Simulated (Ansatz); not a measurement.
# 3-layer 1T-TaO2 (AA) in a perpendicular field

Aim: how the 3-layer 1T-TaO2 (AA) screens a field along its normal, and what the field does to its bands. A positive field points along +c.

Main program and level: Ansatz 0.2.0; plane-wave DFT, PBE-D3(BJ), Ansatz PAW.

**1. The starting structure**

The cell holds 9 atoms: 6 O and 3 Ta. Its edges and angles: a = 3.184 Å, b = 3.184 Å, c = 57.358 Å, α = 90.0°, β = 90.0°, γ = 120.0°. Regions: layer 1: 1T-TaO2, 3 atoms (2 O and 1 Ta); layer 2: 1T-TaO2, 3 atoms (2 O and 1 Ta); layer 3: 1T-TaO2, 3 atoms (2 O and 1 Ta). Vacuum lies along c.

**2. Relaxing the slab**

The starting cell is a guess, so the in-plane lattice and the atoms are relaxed first, with the slab cut off from its images along the normal.

Contents of input.yaml:

```yaml
crystal:
  lattice:
    - [3.18449, 0.0, 0.0]
    - [-1.592245, 2.7578492381, 0.0]
    - [0.0, 0.0, 57.3577089714]
  atoms:
    - { symbol: O, position: [0.6666666667, 0.3333333333, 0.3853013029] }
    - { symbol: Ta, position: [0.0, 0.0, 0.4066809021], spin: 1.0 }
    - { symbol: O, position: [0.3333333333, 0.6666666667, 0.4280605013] }
    - { symbol: O, position: [0.6666666667, 0.3333333333, 0.4786204008] }
    - { symbol: Ta, position: [0.0, 0.0, 0.5], spin: 1.0 }
    - { symbol: O, position: [0.3333333333, 0.6666666667, 0.5213795992] }
    - { symbol: O, position: [0.6666666667, 0.3333333333, 0.5719394987] }
    - { symbol: Ta, position: [0.0, 0.0, 0.5933190979], spin: 1.0 }
    - { symbol: O, position: [0.3333333333, 0.6666666667, 0.6146986971] }
  periodic: [true, true, false]
magnetization:
  spin_polarized: true
kpoints:
  mp_grid: { grid: [12, 12, 1] }
hamiltonian:
  xc: pbe
  dispersion: d3bj
scf:
  occupations: { method: fermi_dirac, width: 0.05 }
  convergence: { dr2_threshold: 1.0e-09 }
relax:
  f_tol: 0.004
  max_steps: 90
  cell: {}
output:
  write_potential: true
  write_density: true
  volumetric_format: npy
```

Command:

```console
ansatz run input.yaml --threads 4 --pin off --max-ram 6144MiB --backend cpu --events-out ev --progress --plain --runs-dir out
```

Numbers of over 12 decimals in the logs are rounded to 6 here.

What it wrote:

```text
Warning: relax.cell: scf.convergence.dr2_threshold = 1e-9 eV is looser than the 1.67822940313e-10 eV advised for a relaxation that steers and ends on the stress (1e-10 eV for each atom of the cell: 9, times the square of relax.cell.stress_2d_tol = 0.05 N/m over 23.2 Å (the atoms' height at the walk's start and 5 Å past either face), 2.159e-2 GPa, over a crystal's default 0.05). What an SCF threshold leaves in a stress goes as its square root, and in the free energy as the threshold itself, and one threshold admits the most on a small cell: [figures from the program's tests cut] Set scf.convergence.dr2_threshold to 1.67822940313e-10 eV or tighter. [rest of the remark cut]
Engine: ansatz 0.2.0, x86_64-unknown-linux-gnu
Pseudopotentials: kind: paw
Pseudopotential: O, paw, valence charge 6, recommended cutoff 420 eV (normal), O.paw.azcp
Pseudopotential: Ta, paw, valence charge 13, recommended cutoff 420 eV (normal), Ta.paw.azcp
Functional definition: PBE
  parameter kappa = 0.804
  parameter beta = 0.066725
  exchange = pbe_x(kappa = kappa, mu = beta*pi^2/3)
  correlation = pbe_c(beta = beta)
Crystal: 9 atoms, lattice volume = 503.735 Å³
Basis set: ecut = 420 eV, 9935 PW (Γ), exchange–correlation on 48×48×768 points (8 copies of the dense FFT grid, shifted against one another)
Bands: 48, of which v1, the nominal top of the filled ones, is band 38 counted from 1 (37 counted from 0)
Symmetry: 12 space group operations
Space group: P-3m1 (ITA 164), of the structure as read, at distance tolerance 8.0e-5 Å
Magnetic group: BNS 164.85 (UNI 1315), of the structure as read, at distance tolerance 8.0e-5 Å
k-points: 19 of 144
Non-local potential: O, projectors of the file, l = 0: 2, l = 1: 2, l = 2: 1
Non-local potential: Ta, projectors of the file, l = 0: 3, l = 1: 2, l = 2: 2, l = 3: 1
PAW form: soft (Blöchl's): semilocal exchange-correlation on the pseudo side does not see the compensation charge
PAW one-centre angular grid: O, 110 points (default); XC on 64 Gauss nodes
PAW one-centre angular grid: Ta, 590 points (default); XC on 64 Gauss nodes
Initial density: superposition of atomic densities (neutral atoms: chi_scale 0, normalization atom)
Starting moments: Σ|m| = 3 μB on 3 of 9 sites
Initial wavefunctions: pseudopotential atomic-orbital guess
Functional: x = pbe(κ = 0.804, μ = 0.219515), c = pbe(β = 0.066725)
SCF iter   1: F=—  HF=-33214.350621 eV  |F-HF|=—  |Δ(HF+E_count)|=         —  Δρ=4.12e-2 (↑4.12e-2 ↓3.83e-2)  dr2=4.03e1  dr2_m=1.16e-1  M=1.737 μB ∫|m|=1.783 μB  β_m=0.30  ethr=3.10e-3  ⟨swp⟩=12.3  Hψ=11257  notcnv=0  defer=2
Mixer restart at iter 1: flushing history
preconditioner: auto → LDOS  [metal: Δε(μ)=0.008 eV  Ē_g=11.797 eV  σ=0.050 eV  W_gap=0.04  n_scr=36 (ndim 8)  ℏωp=11.8 eV  f_vac=0.717  D(μ)=3.59/eV (n_scr^D=20)]
spin=Collinear: LDOS preconditioning applied to the charge; magnetization (m = ρ↑ − ρ↓) channel mixes plain (no charge-response kernel on spin).
SCF iter   2: F=—  HF=-33208.456376 eV  |F-HF|=—  |Δ(HF+E_count)|=    5.89e0  Δρ=2.20e-2 (↑2.20e-2 ↓1.97e-2)  dr2=1.23e1  dr2_m=5.73e-2  M=1.657 μB ∫|m|=1.714 μB  β_m=0.47  ethr=3.10e-3  ⟨swp⟩=4.4  Hψ=4598  notcnv=0  defer=68
SCF iter   3: F=—  HF=-33206.488085 eV  |F-HF|=—  |Δ(HF+E_count)|=    1.97e0  Δρ=5.56e-3 (↑5.56e-3 ↓5.55e-3)  dr2=2.15e-1  dr2_m=9.96e-3  M=1.429 μB ∫|m|=1.486 μB  β_m=0.60  ethr=3.10e-3  ⟨swp⟩=5.5  Hψ=5476  notcnv=0  defer=68
SCF iter   4: F=—  HF=-33206.588259 eV  |F-HF|=—  |Δ(HF+E_count)|=         —  Δρ=3.05e-3 (↑3.05e-3 ↓1.97e-3)  dr2=3.91e-2  dr2_m=2.21e-2  M=0.913 μB ∫|m|=0.944 μB  β_m=0.60  ethr=2.87e-4  ⟨swp⟩=4.5  Hψ=4495  notcnv=0  defer=64
SCF iter   5: F=—  HF=-33206.596001 eV  |F-HF|=—  |Δ(HF+E_count)|=   7.74e-3  Δρ=1.48e-3 (↑1.48e-3 ↓1.32e-3)  dr2=8.55e-4  dr2_m=8.71e-3  M=0.754 μB ∫|m|=0.772 μB  β_m=0.80  ethr=5.21e-5  ⟨swp⟩=3.4  Hψ=3926  notcnv=0  defer=64
SCF iter   6: F=—  HF=-33206.604017 eV  |F-HF|=—  |Δ(HF+E_count)|=   8.02e-3  Δρ=5.85e-4 (↑4.88e-4 ↓5.85e-4)  dr2=4.35e-4  dr2_m=1.25e-3  M=0.448 μB ∫|m|=0.453 μB  β_m=0.90  ethr=1.14e-6  ⟨swp⟩=4.7  Hψ=5523  notcnv=0  defer=64
SCF iter   7: F=—  HF=-33206.606111 eV  |F-HF|=—  |Δ(HF+E_count)|=   2.09e-3  Δρ=2.75e-4 (↑2.53e-4 ↓2.75e-4)  dr2=7.34e-5  dr2_m=3.09e-4  M=0.232 μB ∫|m|=0.234 μB  β_m=0.95  ethr=5.80e-7  ⟨swp⟩=3.7  Hψ=4390  notcnv=0  defer=64
SCF iter   8: F=—  HF=-33206.606732 eV  |F-HF|=—  |Δ(HF+E_count)|=   6.21e-4  Δρ=1.03e-4 (↑8.86e-5 ↓1.03e-4)  dr2=8.15e-6  dr2_m=3.95e-5  M=0.052 μB ∫|m|=0.052 μB  β_m=0.98  ethr=9.78e-8  ⟨swp⟩=5.4  Hψ=6197  notcnv=0  defer=60
SCF iter   9: F=—  HF=-33206.606763 eV  |F-HF|=—  |Δ(HF+E_count)|=   3.11e-5  Δρ=3.85e-5 (↑3.51e-5 ↓3.85e-5)  dr2=2.95e-6  dr2_m=5.28e-6  M=-0.031 μB ∫|m|=0.032 μB  β_m=0.91  ethr=1.09e-8  ⟨swp⟩=5.1  Hψ=6139  notcnv=0  defer=60
SCF iter  10: F=—  HF=-33206.606773 eV  |F-HF|=—  |Δ(HF+E_count)|=   1.04e-5  Δρ=1.10e-5 (↑1.10e-5 ↓9.58e-6)  dr2=3.06e-7  dr2_m=3.98e-7  M=-0.008 μB ∫|m|=0.008 μB  β_m=0.89  ethr=3.93e-9  ⟨swp⟩=4.1  Hψ=4632  notcnv=0  defer=60
SCF iter  11: F=—  HF=-33206.606774 eV  |F-HF|=—  |Δ(HF+E_count)|=   1.01e-6  Δρ=2.13e-6 (↑1.97e-6 ↓2.13e-6)  dr2=1.24e-8  dr2_m=1.51e-8  M=-0.001 μB ∫|m|=0.001 μB  β_m=0.95  ethr=4.08e-10  ⟨swp⟩=4.2  Hψ=4908  notcnv=0  defer=60
SCF iter  12: F=—  HF=-33206.606774 eV  |F-HF|=—  |Δ(HF+E_count)|=   2.85e-8  Δρ=1.36e-6 (↑1.36e-6 ↓1.36e-6)  dr2=1.10e-9  dr2_m=8.15e-9  M=0.001 μB ∫|m|=0.001 μB  β_m=0.97  ethr=1.66e-11  ⟨swp⟩=4.2  Hψ=5072  notcnv=0  defer=60
SCF iter  13: F=—  HF=-33206.606774 eV  |F-HF|=—  |Δ(HF+E_count)|=   2.84e-8  Δρ=9.10e-7 (↑8.98e-7 ↓9.10e-7)  dr2=1.20e-9  dr2_m=3.40e-9  M=0.000 μB ∫|m|=0.001 μB  β_m=0.99  ethr=1.47e-12  ⟨swp⟩=4.7  Hψ=5640  notcnv=0  defer=60
SCF iter  14: F=—  HF=-33206.606774 eV  |F-HF|=—  |Δ(HF+E_count)|=   6.46e-9  Δρ=4.83e-7 (↑4.83e-7 ↓4.70e-7)  dr2=6.09e-10  dr2_m=8.68e-10  M=-0.000 μB ∫|m|=0.000 μB  β_m=0.99  ethr=1.47e-12  ⟨swp⟩=4.4  Hψ=5272  notcnv=0  defer=60
SCF iter  15: F=—  HF=-33206.606774 eV  |F-HF|=—  |Δ(HF+E_count)|=   6.54e-9  Δρ=9.19e-8 (↑7.47e-8 ↓9.19e-8)  dr2=3.51e-11  dr2_m=1.83e-11  M=-0.000 μB ∫|m|=0.000 μB  β_m=0.96  ethr=1.00e-12  ⟨swp⟩=4.2  Hψ=4861  notcnv=0  defer=60
SCF iter  16: F=-33206.606774 eV  HF=-33206.606774 eV  |F-HF|=4.07e-10  |Δ(HF+E_count)|=  2.18e-11  Δρ=2.50e-8 (↑2.50e-8 ↓2.13e-8)  dr2=5.62e-12  dr2_m=4.48e-13  M=-0.000 μB ∫|m|=0.000 μB  ethr=1.00e-12  ⟨swp⟩=8.8  Hψ=13407  notcnv=0
[...]
relax step   8: F+E_penalty+E_count = -33208.92371167 eV  Δ(F+E_penalty+E_count) = +2.481e-2 eV  max|allowed force component| = 2.893e-3 eV/Å  Δτ_max = 0.0000 Å  P = -0.779 N/m  Ω = 457.681 Å³  fix = [c, alpha, beta]  reactions: c -0.000 N/m  stress off target by 7.79e-1 N/m on what of the cell is left free  SCF on the basis re-selected at this cell (its energy is not comparable with the rows above)  (6 SCF iters)
relax step   9: F+E_penalty+E_count = -33208.92577568 eV  Δ(F+E_penalty+E_count) = -2.064e-3 eV  max|allowed force component| = 8.967e-3 eV/Å  Δτ_max = 0.0102 Å  P = +0.010 N/m  Ω = 456.204 Å³  energy of the carried Pulay correction = +1.519e-3 eV  fix = [c, alpha, beta]  reactions: c +0.000 N/m  (9 SCF iters, accepted)
relax step  10: F+E_penalty+E_count = -33208.92564425 eV  Δ(F+E_penalty+E_count) = +1.314e-4 eV  max|allowed force component| = 8.244e-4 eV/Å  Δτ_max = 0.0031 Å  P = +0.008 N/m  Ω = 456.355 Å³  energy of the carried Pulay correction = +1.364e-3 eV  fix = [c, alpha, beta]  reactions: c +0.000 N/m  (7 SCF iters, accepted)
iter 1 solved again at ethr=1.48e-7 eV; its pass at ethr=3.10e-3 eV (dr2=1.11e-4 eV) is discarded
SCF iter   1: F=—  HF=-33208.923987 eV  |F-HF|=—  |Δ(HF+E_count)|=         —  Δρ=6.57e-6 (↑6.53e-6 ↓6.57e-6)  dr2=1.16e-7  dr2_m=1.61e-10  M=-0.000 μB ∫|m|=0.000 μB  β_m=0.65  ethr=1.48e-7  ⟨swp⟩=7.3  Hψ=23347  notcnv=0
preconditioner: auto → LDOS  [metal: Δε(μ)=0.026 eV  Ē_g=11.500 eV  σ=0.050 eV  W_gap=0.13  n_scr=32 (ndim 8)  ℏωp=12.4 eV  f_vac=0.745  D(μ)=7.34/eV (n_scr^D=30)]
spin=Collinear: LDOS preconditioning applied to the charge; magnetization (m = ρ↑ − ρ↓) channel mixes plain (no charge-response kernel on spin).
SCF iter   2: F=—  HF=-33208.924279 eV  |F-HF|=—  |Δ(HF+E_count)|=   2.92e-4  Δρ=2.19e-6 (↑2.18e-6 ↓2.19e-6)  dr2=1.77e-8  dr2_m=1.10e-10  M=-0.000 μB ∫|m|=0.000 μB  β_m=0.55  ethr=1.55e-10  ⟨swp⟩=5.1  Hψ=6107  notcnv=0
SCF iter   3: F=—  HF=-33208.924279 eV  |F-HF|=—  |Δ(HF+E_count)|=   4.36e-8  Δρ=8.82e-7 (↑8.82e-7 ↓8.77e-7)  dr2=2.66e-9  dr2_m=8.31e-11  M=-0.000 μB ∫|m|=0.000 μB  β_m=0.71  ethr=2.36e-11  ⟨swp⟩=3.2  Hψ=3585  notcnv=0
SCF iter   4: F=-33208.924279 eV  HF=-33208.924279 eV  |F-HF|=3.21e-9  |Δ(HF+E_count)|=   4.93e-9  Δρ=1.39e-7 (↑1.39e-7 ↓1.26e-7)  dr2=1.65e-10  dr2_m=1.65e-11  M=-0.000 μB ∫|m|=0.000 μB  ethr=1.33e-12  ⟨swp⟩=18.3  Hψ=17904  notcnv=0
the starting moments were not kept: the SCF closed with an absolute magnetisation of 9.3e-5 μB, where they sum to 3 μB in size (3 sites). That is at most 0.1 of that sum. Measured as dr2_m measures the in/out step, that magnetisation stands 5.4e-10 eV from none, at or under the dr2_threshold of 1.0e-9 eV: it is no larger than a step whose dr2_m would equal this threshold.
SCF 11 converged in 4 iterations: F = -33208.924279 eV  dr2 = 1.65e-10
relax step  11: F+E_penalty+E_count = -33208.92427929 eV  Δ(F+E_penalty+E_count) = +1.365e-3 eV  max|allowed force component| = 7.569e-4 eV/Å  Δτ_max = 0.0000 Å  P = -0.017 N/m  Ω = 456.355 Å³  fix = [c, alpha, beta]  reactions: c -0.000 N/m  stress off target by 1.71e-2 N/m on what of the cell is left free  SCF on the basis re-selected at this cell (its energy is not comparable with the rows above)  (4 SCF iters)
basis re-selected at this cell: Δ(F+E_penalty+E_count) = +1.365e-3 eV, ΔP = -0.025 N/m vs the last step (what re-selecting the basis moved, of the pressure what is left beyond the Pulay correction that the steps carried, after the strain that the cell walked since its last selection, with what the two solves' SCF thresholds leave and, on support functions, any second-order correction that the steps lacked; it is no m [...]
WARN: The output density's exchange-correlation potential varies sharply where the density is thin. Do not read a vacuum level from v_tot or v_xc, or from such a field of the output density. On a cell that repeats whose density bears no net charge and no dipole along the vacuum's axis use v_es (v_loc + v_h of the components); under efield.dipole_correction with no amplitude use v_es + v_field, which holds any externa [...]
SCF converged after 4 iterations
Magnetization: -0.0001 μB (37.5000 up, 37.5000 down)
Absolute magnetization: 0.0001 μB (∫|ρ↑−ρ↓|, with the PAW one-centre terms)
Spin contamination: 0.0000 ħ² per cell (⟨S²⟩ above its minimum at these occupations)
Per-site moments (μB) at R_I (Å): [(-2.2029979131245937e-6, 0.858033), (-1.1905893303576703e-5, 0.857168), (-2.1508996098856417e-6, 0.857168), (-2.0972008084907247e-6, 0.857165), (-1.1621740038490609e-5, 0.857165), (-2.0972008085400504e-6, 0.857165), (-2.1508996099070484e-6, 0.857168), (-1.1905893303562244e-5, 0.857168), (-2.2029979131480943e-6, 0.858033)]
Free energy (F): -33208.924279 eV
Harris-Foulkes:  -33208.924279 eV  (|F-HF|=3.21e-9)
Internal energy: -33208.866159 eV  (E = F + TS)
E sigma→0 (E₀):  -33208.895219 eV
Entropy (-TS):   -0.058121 eV (-6.458 meV/atom)
Fermi energy:    -5.091077 eV
--- Per-component energies (eV) ---
  E_band       = -1918.101448
  E_kinetic    = 2146.985807
  E_local      = -626444.763129  (includes V_loc(G=0)·N_el)
  E_nonlocal   = 329.619554
  E_hartree    = 311888.735889
  E_xc         = -1096.957601
  E_vxc        = -1175.401454  (∫ρ·V_xc dr)
  E_paw        = -26137.465617  (= ΣΔE_a)
  E_vpaw       = -552.028897  (= ΣTr[D̂ρ^β])
  E_aug_tail   = 0.015325  (compensation charges beyond the density's cutoff)
  E_ewald      = 306106.697928
  E_disp       = -1.734315  (pairwise vdW)
  E_smearing   = -0.058121  (= −TS)
  E_closure    = -0.000000  (closes the sum)
  Σ components = -33208.924279   (vs F -33208.924279, Δ=0.00e0)
--- Forces (eV/Å), atoms counted from 1 ---
  atom   1  O      0.00000000    -0.00000000     0.00025962
  atom   2  Ta    -0.00000000     0.00000000    -0.00028574
  atom   3  O      0.00000000     0.00000000     0.00075688
  atom   4  O      0.00000000    -0.00000000    -0.00040989
  atom   5  Ta     0.00000000     0.00000000     0.00000000
  atom   6  O      0.00000000     0.00000000     0.00040989
  atom   7  O      0.00000000    -0.00000000    -0.00075688
  atom   8  Ta     0.00000000    -0.00000000     0.00028574
  atom   9  O      0.00000000     0.00000000    -0.00025962
  max |Σ_I F_I| component: 9.25e-18 eV/Å
--- 2D stress c σ (N/m, compression-positive) ---
       -0.017122       0.000000       0.000000
        0.000000      -0.017122      -0.000000
        0.000000      -0.000000      -0.000000
  P = ½ c Tr σ = -0.0171 N/m
--- Band table (eV; the first three rows and the last of 38) ---
  k-point 0 ↑: bands = [... 34 lower, -9.1449, -9.1436, -4.9462, -4.9462, -4.9311, -4.9311, -4.9181, -4.9181, ... 6 higher]
  k-point 1 ↑: bands = [... 34 lower, -9.2744, -9.0561, -4.9954, -4.9742, -4.9531, -4.7454, -4.7314, -4.7193, ... 6 higher]
  k-point 2 ↑: bands = [... 34 lower, -9.1962, -8.9605, -5.1650, -5.1276, -5.0888, -4.2470, -4.2359, -4.2261, ... 6 higher]
  k-point 18 ↓: bands = [... 34 lower, -9.8975, -9.7740, -4.2289, -4.1232, -4.0283, -3.6356, -3.6356, -3.6154, ... 6 higher]
  the weakly bound empty levels are not read free of the cell's end (no_gap_told)
--- Relaxed structure (9 steps of the walk, 9 accepted, 2 SCFs on fresh bases) ---
  F+E_penalty+E_count = -33208.92427929 eV   max|allowed force component| = 7.569e-4 eV/Å   (the final SCF, on the basis selected at the relaxed cell)
  cell:  # Å, volume = 456.3549 Å³
    - [3.031029, 0.0, 0]
    - [-1.515515, 2.624948, 0]
    - [0, 0, 57.3577089714]
  atoms:
    - { symbol: O, position: [0.666667, 0.333333, 0.396926] }
    - { symbol: Ta, position: [0, 0, 0.416530] }
    - { symbol: O, position: [0.333333, 0.666667, 0.436067] }
    - { symbol: O, position: [0.666667, 0.333333, 0.480464] }
    - { symbol: Ta, position: [0, 0, 0.500000] }
    - { symbol: O, position: [0.333333, 0.666667, 0.519536] }
    - { symbol: O, position: [0.666667, 0.333333, 0.563933] }
    - { symbol: Ta, position: [0, 0, 0.583470] }
    - { symbol: O, position: [0.333333, 0.666667, 0.603074] }
```

Run time: 2.3 min. Hardware: 4 threads of AMD EPYC 9R14 (Zen 4), shared host; peak memory 1.4 GiB; 8.8 min of CPU time.

Relaxation path:

| step | energy less that of the first step (eV) | largest force component (eV/Å) | volume (Å³) |
| --- | --- | --- | --- |
| 1 | 0.0000 | 2.7179 | 503.74 |
| 2 | -1.9976 | 1.3945 | 454.74 |
| 3 | -2.2709 | 0.3257 | 460.21 |
| 4 | -2.3243 | 0.0763 | 456.43 |
| 5 | -2.3413 | 0.0238 | 457.42 |
| 6 | -2.3419 | 0.0125 | 457.31 |
| 7 | -2.3417 | 0.0037 | 457.68 |
| 8* | -2.3169 | 0.0029 | 457.68 |
| 9 | -2.3190 | 0.0090 | 456.20 |
| 10 | -2.3189 | 0.0008 | 456.35 |
| 11* | -2.3175 | 0.0008 | 456.35 |

Relaxation steps marked * repeat the geometry before them on a plane-wave basis chosen anew for their cell, so energy and pressure can jump there.

Forces are held to the 12 operations that the run works with; a distortion that breaks them can't arise in this run.

| cell as run | before | after | change |
| --- | --- | --- | --- |
| a (Å) | 3.184 | 3.031 | -4.8 % |
| b (Å) | 3.184 | 3.031 | -4.8 % |

The atoms that moved most (Å, along periodic axes as changes of fractional coordinates times the final cell, across vacuum about the mean position):

| atom | dx | dy | dz | length |
| --- | --- | --- | --- | --- |
| O9 | 0.000 | 0.000 | -0.667 | 0.667 |
| O1 | 0.000 | 0.000 | 0.667 | 0.667 |
| Ta2 | 0.000 | 0.000 | 0.565 | 0.565 |
| Ta8 | 0.000 | 0.000 | -0.565 | 0.565 |
| O3 | 0.000 | 0.000 | 0.459 | 0.459 |
| O7 | 0.000 | 0.000 | -0.459 | 0.459 |
| O4 | 0.000 | 0.000 | 0.106 | 0.106 |
| O6 | 0.000 | 0.000 | -0.106 | 0.106 |

This step gave:

```
energy at zero smearing : -33208.8952 eV
```

The lattice constant a goes from 3.184 to 3.031 Å.

(Part 1 of 3 ends here.)

[Logs are printed without paths, hosts, clocks, repeated set-up lines and the standing remarks that a program may print on its own settings, such as how far it seeks lower states.]

[Hosts, paths, dates, database ids (printed as entryN), source tags and the programs' standing remarks are cut or masked in the printed files.]

[Maps of the electrostatic potential energy from Ansatz leave out the sawtooth potential of an applied field or a dipole correction, so their vacuum need not be flat; planar profiles and work functions include it.]
